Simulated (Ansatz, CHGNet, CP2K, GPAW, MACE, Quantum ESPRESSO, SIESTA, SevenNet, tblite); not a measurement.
## Running Ge(100) slab, H on the bottom face, dimerised (80 atoms) with GPAW

Wanted: GPAW inputs and outputs for Ge(100) slab, H on the bottom face, dimerised (80 atoms), checked against a plane-wave reference.

Calculated with GPAW 26.7.0; the method is named at each step.

## (1) Set-up

The cell holds 80 atoms: 64 Ge and 16 H. Cell: a = 16.003 Å, b = 8.002 Å, c = 20.785 Å, α = 90.0°, β = 90.0°, γ = 90.0°. It derives from Ge (diamond-structure). Diamond-structure Ge (a = 5.658 Å), (100) slab of 8 atomic planes, 4 x 2 surface cells, H on the broken bonds of the bottom face, 10 Å of vacuum; top atoms paired into dimers, p(2x2) buckling; displaced by a Gaussian of 0.02 Å. Then every atom was moved at random, 0.05 Å r.m.s. a Cartesian component (hydrogen 0.6 of that). Regions: slab, 64 atoms (64 Ge); hydrogen, 16 atoms (16 H). Vacuum lies along c.

The yardstick, on the same geometry:

* method: Kohn-Sham DFT, PBE, PAW, plane waves (Ansatz 0.2.0); cutoff 420 eV, Γ point, fermi-dirac smearing of 0.05 eV; PAW set soft_2
* r.m.s. force component: 0.7716 eV/Å
* longest force: 3.375 eV/Å
* SCF cycles: 11
* time: 26 s on 8 threads of Arm Neoverse V2, shared host
* CPU time: 3.3 min

## (2) PBE, LCAO dzp, h 0.2 Å

Method: Kohn-Sham DFT, PBE, PAW, atomic orbitals (dzp).

File run.py:

```python
import numpy as np
from ase.io import read
from gpaw import GPAW, FermiDirac

atoms = read("structure.xyz")
atoms.calc = GPAW(
    mode="lcao",
    basis="dzp",
    h=0.2,
    xc="PBE",
    kpts={"size": (1, 1, 1), "gamma": True},
    occupations=FermiDirac(0.05),
    maxiter=200,
    symmetry={"point_group": False},
    txt="gpaw.txt",
)
energy = atoms.get_potential_energy(force_consistent=True)
forces = atoms.get_forces()
print(f"energy {energy:.6f} eV")
print("forces (eV/A)")
for i, (a, f) in enumerate(zip(atoms, forces)):
    print(f"{i:4d} {a.symbol:2s} {f[0]:10.5f} {f[1]:10.5f} {f[2]:10.5f}")
print(f"Fermi level {atoms.calc.get_fermi_level():.4f} eV")
for k in range(len(atoms.calc.get_ibz_k_points())):
    for s in range(atoms.calc.get_number_of_spins()):
        e = atoms.calc.get_eigenvalues(kpt=k, spin=s)
        n = np.searchsorted(e, atoms.calc.get_fermi_level())
        print(f"k {k} spin {s} levels about the Fermi level:", np.round(e[max(n - 6, 0):n], 4).tolist(), "|", np.round(e[n:n + 6], 4).tolist())
```

File structure.xyz:

```xyz
80
Lattice="16.00324 0.00000 0.00000 0.00000 8.00162 0.00000 0.00000 0.00000 20.78485" Properties=species:S:1:pos:R:3 pbc="T T T"
Ge 2.01737 2.00449 5.86548
Ge 15.89282 1.97688 7.27532
Ge 15.94659 3.97552 8.63216
Ge 1.93575 7.96945 10.20370
Ge 1.96936 2.05242 11.55825
Ge 0.08530 2.01633 12.96351
Ge 0.07361 0.00352 14.26672
Ge 2.00169 0.73823 15.85157
Ge 1.98968 6.00514 5.89334
Ge 15.99348 6.07027 7.24830
Ge 15.97699 7.99906 8.69680
Ge 2.10235 4.00177 10.01102
Ge 2.03097 6.04202 11.46264
Ge 15.98068 6.00089 12.98118
Ge 0.06529 3.93272 14.31369
Ge 2.03545 3.24402 15.17523
Ge 6.01434 1.99608 5.91183
Ge 3.93216 1.99024 7.24414
Ge 4.00001 4.08275 8.79220
Ge 5.98617 0.06785 10.17751
Ge 6.09675 1.95160 11.51377
Ge 4.06034 2.01929 13.00072
Ge 4.01057 7.98514 14.36067
Ge 5.95577 0.79352 15.02703
Ge 6.02170 5.98377 5.85676
Ge 3.95856 5.96897 7.22315
Ge 4.04466 7.87143 8.69139
Ge 5.98809 4.05066 10.09686
Ge 6.02330 5.97305 11.61187
Ge 4.01889 6.00538 12.97868
Ge 4.10179 3.89007 14.41263
Ge 6.10028 3.27402 15.76198
Ge 10.03387 2.00793 5.88274
Ge 8.07972 2.00049 7.26243
Ge 7.97890 3.95432 8.65336
Ge 10.08860 0.06665 10.04428
Ge 10.08044 1.96808 11.50067
Ge 8.05091 1.94367 12.87330
Ge 8.03683 0.04329 14.37439
Ge 10.05196 0.71478 15.86903
Ge 10.04731 5.98545 5.89396
Ge 7.99298 6.03666 7.32084
Ge 8.06147 7.92793 8.77245
Ge 10.00939 3.91303 10.14342
Ge 10.02699 5.99233 11.58589
Ge 7.99778 5.98617 12.91446
Ge 7.99650 4.05506 14.26132
Ge 10.03083 3.22257 15.07941
Ge 14.03068 1.99648 5.87027
Ge 12.00115 1.94727 7.24705
Ge 12.13478 3.98473 8.81007
Ge 14.09789 0.00136 10.07317
Ge 14.15503 2.15996 11.56864
Ge 11.95138 1.97928 12.96206
Ge 12.05108 7.97441 14.37252
Ge 14.01916 0.79552 15.14613
[... 20 atom lines left out ...]
H 14.01180 0.73951 4.98982
H 14.03292 3.24282 4.98566
H 14.03884 7.24747 5.01497
H 13.99659 4.75960 4.97818
```

Run with:

```console
OMP_NUM_THREADS=1 python run.py > output.txt
```

Output:

```text
energy -301.301878 eV
forces (eV/A)
   0 Ge   -1.17956    0.26317    0.72174
   1 Ge    1.60631   -0.08684    0.18085
   2 Ge    1.47796    0.77177   -0.23669
   3 Ge    0.66716    1.63895   -1.25889
   4 Ge    1.27752   -0.47149   -0.72736
   5 Ge   -0.28322   -0.65512   -0.60977
   6 Ge    0.78990    0.03477    1.08561
   7 Ge    0.05981   -0.58397    0.37451
   8 Ge   -0.36352    0.89865   -0.31309
   9 Ge    0.01241   -0.98705    0.30205
  10 Ge    0.93503    0.13493   -0.42728
  11 Ge   -2.43964    0.18252    1.13252
  12 Ge   -0.33570   -1.62281    1.19732
  13 Ge    0.01659   -0.56679   -0.95101
  14 Ge   -1.92198    1.59929    0.59904
  15 Ge    0.40749   -1.16721    0.92545
  16 Ge   -0.01404    0.34973    0.01639
  17 Ge    1.11669   -0.12053    1.36157
  18 Ge    1.13812   -0.87733   -2.22235
  19 Ge    0.37771   -1.83519   -0.82079
  20 Ge   -0.90335    2.00414    0.16904
  21 Ge   -0.12288   -0.76586   -1.77337
  22 Ge   -2.69935   -0.71019    0.26391
  23 Ge    1.25772    1.33761    0.94683
[...]
72 H    -0.00814    0.25114   -0.27770
  73 H     0.01201   -0.35726   -0.26075
  74 H    -0.00396    0.22902   -0.24196
  75 H     0.09617    0.19112   -0.49484
  76 H     0.07177    0.19098   -0.31761
  77 H     0.06283   -0.06504   -0.29976
  78 H    -0.10302   -0.14782   -0.27840
  79 H    -0.02534    0.07229   -0.24978
Fermi level 1.1086 eV
k 0 spin 0 levels about the Fermi level: [0.8095, 0.9267, 0.9723, 1.0258, 1.0808, 1.0852] | [1.612, 1.9112, 1.9443, 1.9738, 2.2822, 2.3554]
```

gpaw.txt:

```text
Input parameters:
  mode=LCAO(),
  basis={'default': 'dzp'},
  h=0.2,
  kpts=MonkhorstPack(size=(1, 1, 1), gamma=True),
  maxiter=200,
  occupations=Occupations(name='fermi-dirac', width=0.05, fixmagmom=False),
  symmetry=Symmetry(point_group=False),
  xc=XC(name='PBE')
Unit cell  # Å
| periodic |         x |        y |         z |   lengths |    angles |
|----------|-----------|----------|-----------|-----------|-----------|
|      yes | 16.003240 | 0.000000 |  0.000000 | 16.003240 | 90.000000 |
|      yes |  0.000000 | 8.001620 |  0.000000 |  8.001620 | 90.000000 |
|      yes |  0.000000 | 0.000000 | 20.784850 | 20.784850 | 90.000000 |
Number of symmetries: 1
Symmetry operations  # r_c * U_cc + t_c -> r_c
|   | kind |            matrix            |
|---|------|------------------------------|
| 0 |  E   |  1, 0, 0,  0, 1, 0,  0, 0, 1 |
BZ-sampling:
  Number of BZ points: 1
  Number of IBZ points: 1
  Monkhorst-Pack size: [1, 1, 1]
  Monkhorst-Pack shift: [0, 0, 0]
[... lines left out ...]
  Fermi-Dirac:
[... lines left out ...]
xc functional:
  name: PBE with 2 nearest neighbor stencil
interpolation: tri-quintic # 5. degree polynomial
Initialization done in: 8.825 s
convergence criteria:
- Maximum [total energy] change in last 3 cyles: 0.0005 eV / valence electron
- Maximum integral of absolute [dens]ity change: 0.0001 electrons / valence electron
- Maximum integral of absolute [eigenst]ate change: 4e-08 eV^2 / valence electron
maximum number of iterations: 200
SCF iterations
|iter     |      energy | eigst |  dens |
|---------|-------------|-------|-------|
|iter:   1| -304.582536 |      c|       |
|iter:   2| -303.935987 |      c| -0.91 |
|iter:   3| -330.012606 |      c| -0.94 |
|iter:   4| -440.591015 |      c| -0.82 |
[...]
|iter:  10| -301.323248 |      c| -1.90 |
|iter:  11| -301.235581 |      c| -1.97 |
|iter:  12| -301.217490c|      c| -2.16 |
|iter:  13| -301.208626c|      c| -2.33 |
|iter:  14| -301.199285c|      c| -2.47 |
|iter:  15| -301.197059c|      c| -2.77 |
|iter:  16| -301.194925c|      c| -3.09 |
|iter:  17| -301.195122c|      c| -3.68 |
|iter:  18| -301.194999c|      c| -3.88 |
|iter:  19| -301.195043c|      c| -4.04c|
Converged in 19 steps
SCF loop duration: 158.574 s (8.346 s/step)
Energy contributions relative to reference atoms: (reference = -3654448.665156)
Energy contributions:
  Kinetic:        1222.701213
  Coulomb:       -1091.811719
  Zero:              0.727735
  External:          0.000000
  Xc:             -432.705437
  Entropy:          -0.213669
  Spinorbit:         0.000000
  ----------------------------
  Free energy:    -301.301878
  Extrapolated:   -301.195043
dipole moment: (104.788150, 21.879694, -0.725706)  # |e|*Ang
Fermi level: 1.109
Eigenvalues  # (at kpt = [0.000, 0.000, 0.000])
| band index |      eig [eV] | occ [0-2] |
|------------|---------------|-----------|
|          0 |       -11.309 |     2.000 |
|        ... |               |           |
|        129 |         0.686 |     2.000 |
|        130 |         0.724 |     1.999 |
[...]
|        144 |         2.564 |     0.000 |
|        ... |               |           |
|        167 |         3.809 |     0.000 |
Gap: 0.527 eV
Transition (v -> c):
  (s=0, k=0, n=136, [0.00, 0.00, 0.00]) -> (s=0, k=0, n=137, [0.00, 0.00, 0.00])
No difference between direct/indirect transitions
Force computation time: 16.619  # s
timing:  # [seconds]
  Total:  184.044  # ━━━━━━━━━━━━━━━━━━━━━━━━━━━━━━━━━━━━━━━━━━━━━━━━━━━━━━━━
  Init:     8.824  # ━━╸
  SCF:    158.574  # ━━━━━━━━━━━━━━━━━━━━━━━━━━━━━━━━━━━━━━━━━━━━━━━━╸
  Forces:  16.619  # ━━━━━
```

It took 3.1 min on 1 thread of Arm Neoverse V2, shared host; peak memory 1.7 GiB.

Banners and routine set-up lines are dropped from the logs; longer cuts are marked.

Numbers from this run, and their distance from the reference:

* r.m.s. force component: 0.8442 eV/Å
* r.m.s. difference of force components: 134.5 meV/Å
* longest difference of force vectors: 421.3 meV/Å
* force difference over r.m.s. force: 17.43 %
* slope of forces against the reference's: 1.083
* correlation of force components: 0.9902

Length of the force difference by element (eV/Å):

```
element  atoms  mean  most
     Ge     64  0.17  0.38
      H     16  0.36  0.42
```

A closer look about Ge63, which bears the longest force among the free atoms: 9 atoms, nearest first, numbered in the order of the input, with positions taken from that point.

```
atom      x      y      z  distance (Å)  bonds     Fx     Fy  Fz (eV/Å)
Ge63   0.00   0.00   0.00          0.00      4   2.90   2.19      -0.90
Ge48  -1.97  -0.70   0.61          2.18      3  -2.08  -1.51       0.94
Ge54  -0.05  -1.94  -1.51          2.46      4   1.21  -0.22      -0.52
Ge64   2.02  -0.77   1.26          2.50      3   0.39   1.07       0.79
Ge62   0.02   2.13  -1.51          2.61      4   0.05  -1.34       0.43
Ge56   2.02  -3.13   0.68          3.79      3   1.00   0.13       0.07
Ge55   0.05  -3.95  -0.10          3.95      4  -1.79  -0.05       0.24
Ge40  -1.95  -3.21   1.40          4.01      3  -0.09  -0.35       0.34
Ge47  -4.00   0.13  -0.21          4.01      4  -0.82  -1.04       0.44
```

Atoms are counted from 1 here, from 0 in the log.

Forces lie 17 % from the reference's, at 0.95 times its CPU time (on 1 against 8 cores).

## (3) PBE, LCAO dzp, h 0.2 Å, other mixer settings

Method: Kohn-Sham DFT, PBE, PAW, atomic orbitals (dzp).

Edit run.py of step 2 so:

```diff
@@ -2,3 +2,3 @@
 from ase.io import read
-from gpaw import GPAW, FermiDirac
+from gpaw import GPAW, FermiDirac, Mixer
 
@@ -12,2 +12,3 @@
     occupations=FermiDirac(0.05),
+    mixer=Mixer(0.03, 7, 100),
     maxiter=200,
```

structure.xyz is that of step 2.

Output:

```text
energy -301.301873 eV
forces (eV/A)
   0 Ge   -1.18058    0.26355    0.71531
   1 Ge    1.60634   -0.08722    0.17772
   2 Ge    1.47753    0.77133   -0.23537
   3 Ge    0.66720    1.63932   -1.25917
   4 Ge    1.27824   -0.47085   -0.72884
   5 Ge   -0.28398   -0.65477   -0.61240
   6 Ge    0.79043    0.03415    1.08281
   7 Ge    0.06113   -0.58617    0.36769
   8 Ge   -0.36453    0.89867   -0.31928
   9 Ge    0.01236   -0.98726    0.29816
  10 Ge    0.93560    0.13533   -0.42683
  11 Ge   -2.43976    0.18202    1.13311
  12 Ge   -0.33646   -1.62321    1.19734
  13 Ge    0.01663   -0.56729   -0.95175
  14 Ge   -1.92217    1.59981    0.59461
  15 Ge    0.40764   -1.16714    0.92173
  16 Ge   -0.01435    0.34951    0.00912
  17 Ge    1.11629   -0.12083    1.35880
  18 Ge    1.13710   -0.87754   -2.22305
  19 Ge    0.37806   -1.83596   -0.81857
  20 Ge   -0.90345    2.00353    0.16848
  21 Ge   -0.12079   -0.76623   -1.77432
  22 Ge   -2.69961   -0.70967    0.26093
  23 Ge    1.25819    1.33701    0.94404
[...]
72 H    -0.00811    0.25288   -0.27856
  73 H     0.01201   -0.35915   -0.26160
  74 H    -0.00393    0.23071   -0.24275
  75 H     0.09634    0.18954   -0.49558
  76 H     0.07166    0.19265   -0.31850
  77 H     0.06288   -0.06669   -0.30038
  78 H    -0.10305   -0.14937   -0.27921
  79 H    -0.02543    0.07386   -0.25041
Fermi level 1.1087 eV
k 0 spin 0 levels about the Fermi level: [0.8099, 0.9266, 0.9727, 1.0257, 1.0812, 1.0851] | [1.612, 1.9112, 1.9445, 1.9738, 2.2826, 2.3558]
```

gpaw.txt:

```text
Input parameters:
  mode=LCAO(),
  basis={'default': 'dzp'},
  h=0.2,
  kpts=MonkhorstPack(size=(1, 1, 1), gamma=True),
  maxiter=200,
  mixer=Pulay(name='pulay', nmaxold=7, beta=0.03, weight=100, sigma=0.015, g_ss=None),
  occupations=Occupations(name='fermi-dirac', width=0.05, fixmagmom=False),
  symmetry=Symmetry(point_group=False),
  xc=XC(name='PBE')
Unit cell  # Å
[... lines left out ...]
  Fermi-Dirac:
[... lines left out ...]
convergence criteria:
- Maximum [total energy] change in last 3 cyles: 0.0005 eV / valence electron
[... lines left out ...]
Converged in 26 steps
[... lines left out ...]
  Free energy:    -301.301873
  Extrapolated:   -301.195035
dipole moment: (104.789088, 21.879810, -0.725470)  # |e|*Ang
Fermi level: 1.109
Eigenvalues  # (at kpt = [0.000, 0.000, 0.000])
| band index |      eig [eV] | occ [0-2] |
|------------|---------------|-----------|
|          0 |       -11.309 |     2.000 |
|        ... |               |           |
|        129 |         0.686 |     2.000 |
|        130 |         0.725 |     1.999 |
[...]
|        144 |         2.565 |     0.000 |
|        ... |               |           |
|        167 |         3.810 |     0.000 |
Gap: 0.527 eV
Transition (v -> c):
  (s=0, k=0, n=136, [0.00, 0.00, 0.00]) -> (s=0, k=0, n=137, [0.00, 0.00, 0.00])
No difference between direct/indirect transitions
Force computation time: 16.470  # s
timing:  # [seconds]
  Total:  242.388  # ━━━━━━━━━━━━━━━━━━━━━━━━━━━━━━━━━━━━━━━━━━━━━━━━━━━━━━━━
  Init:     8.914  # ━━
  SCF:    216.980  # ━━━━━━━━━━━━━━━━━━━━━━━━━━━━━━━━━━━━━━━━━━━━━━━━━━
  Forces:  16.470  # ━━━━
```

The job ended after 4.1 min (1 thread; peak memory 1.6 GiB).

Numbers from this run, and their distance from the reference:

- r.m.s. force component: 0.8441 eV/Å
- r.m.s. difference of force components: 133.8 meV/Å
- longest difference of force vectors: 420.3 meV/Å
- force difference over r.m.s. force: 17.33 %
- slope of forces against the reference's: 1.083
- correlation of force components: 0.9903
- energy less the same-level run's: 0.0001 meV/atom
- r.m.s. force difference from the same-level run: 1.896 meV/Å

Against the first run (17 %), the force difference from the reference is 17 %, at 1.3 times the CPU time: another solver or mixer reaches the same state.

## (4) PBE, LCAO sz(dzp), h 0.2 Å

Method: Kohn-Sham DFT, PBE, PAW, atomic orbitals (sz(dzp)).

Edit run.py of step 3 so:

```diff
@@ -2,3 +2,3 @@
 from ase.io import read
-from gpaw import GPAW, FermiDirac, Mixer
+from gpaw import GPAW, FermiDirac
 
@@ -7,3 +7,3 @@
     mode="lcao",
-    basis="dzp",
+    basis="sz(dzp)",
     h=0.2,
@@ -12,3 +12,2 @@
     occupations=FermiDirac(0.05),
-    mixer=Mixer(0.03, 7, 100),
     maxiter=200,
```

structure.xyz is that of step 3.

Output:

```text
energy -274.004103 eV
forces (eV/A)
   0 Ge   -1.53126    0.32441    1.80020
   1 Ge    1.92003   -0.15180    0.33193
   2 Ge    1.75406    0.93421   -0.22811
   3 Ge    0.76780    1.94519   -1.58062
   4 Ge    1.57452   -0.43034   -0.70787
   5 Ge   -0.36092   -0.73995   -1.03286
[...]
77 H     0.06915    0.92856   -0.93833
  78 H    -0.06012    0.81080   -0.88693
  79 H    -0.02275   -0.90799   -0.91044
Fermi level 0.4448 eV
k 0 spin 0 levels about the Fermi level: [0.1299, 0.2552, 0.3036, 0.3608, 0.4112, 0.4296] | [0.9893, 1.3285, 1.3709, 1.3953, 1.706, 1.8769]
```

gpaw.txt:

```text
Input parameters:
  mode=LCAO(),
  basis={'default': 'sz(dzp)'},
  h=0.2,
  kpts=MonkhorstPack(size=(1, 1, 1), gamma=True),
  maxiter=200,
  occupations=Occupations(name='fermi-dirac', width=0.05, fixmagmom=False),
[... lines left out ...]
  Fermi-Dirac:
[... lines left out ...]
convergence criteria:
- Maximum [total energy] change in last 3 cyles: 0.0005 eV / valence electron
[... lines left out ...]
Converged in 16 steps
[... lines left out ...]
  Free energy:    -274.004103
[... lines left out ...]
Fermi level: 0.445
[... lines left out ...]
|        ... |               |           |
|        167 |         3.731 |     0.000 |
Gap: 0.560 eV
Transition (v -> c):
  (s=0, k=0, n=136, [0.00, 0.00, 0.00]) -> (s=0, k=0, n=137, [0.00, 0.00, 0.00])
No difference between direct/indirect transitions
Force computation time: 3.778  # s
timing:  # [seconds]
  Total:  59.089  # ━━━━━━━━━━━━━━━━━━━━━━━━━━━━━━━━━━━━━━━━━━━━━━━━━━━━━━━━━
  Init:    7.830  # ━━━━━━━╸
  SCF:    47.459  # ━━━━━━━━━━━━━━━━━━━━━━━━━━━━━━━━━━━━━━━━━━━━━━
  Forces:  3.778  # ━━━╸
```

Run time: 60 s. Hardware: 1 thread; peak memory 1.4 GiB.

Against the reference:

```yaml
r_m_s_force_component: 1.094 eV/Å
r_m_s_difference_of_force_components: 534.6 meV/Å
longest_difference_of_force_vectors: 1726 meV/Å
force_difference_over_r_m_s_force: 69.28 %
slope_of_forces_against_the_reference_s: 1.266
correlation_of_force_components: 0.8925
```

This is a coarse setting, run to see what it loses.

Against the first run (17 %), the force difference from the reference is 69 %, at 0.33 times the CPU time, with 272 basis functions against 912: the smaller basis costs accuracy.

(Continued in part 2 of 2.)

[Long decimals in the printed logs are rounded to 6 places.]

[Also dropped from logs without a mark: lines with file paths, logging warnings of Python, QE's lines on negative density and diagonalisation, SIESTA's first energy breakdown, zero terms and Voronoi charges.]

[Logs are printed without paths, hosts, clocks, repeated set-up lines and the standing remarks that a program may print on its own settings, such as how far it seeks lower states.]

[Hosts, paths, dates, database ids (printed as entryN), source tags and the programs' standing remarks are cut or masked in the printed files.]

[Most failed runs of this program on this cell are left out, timed-out ones always.]

[Atoms that the run held fixed were not displaced.]
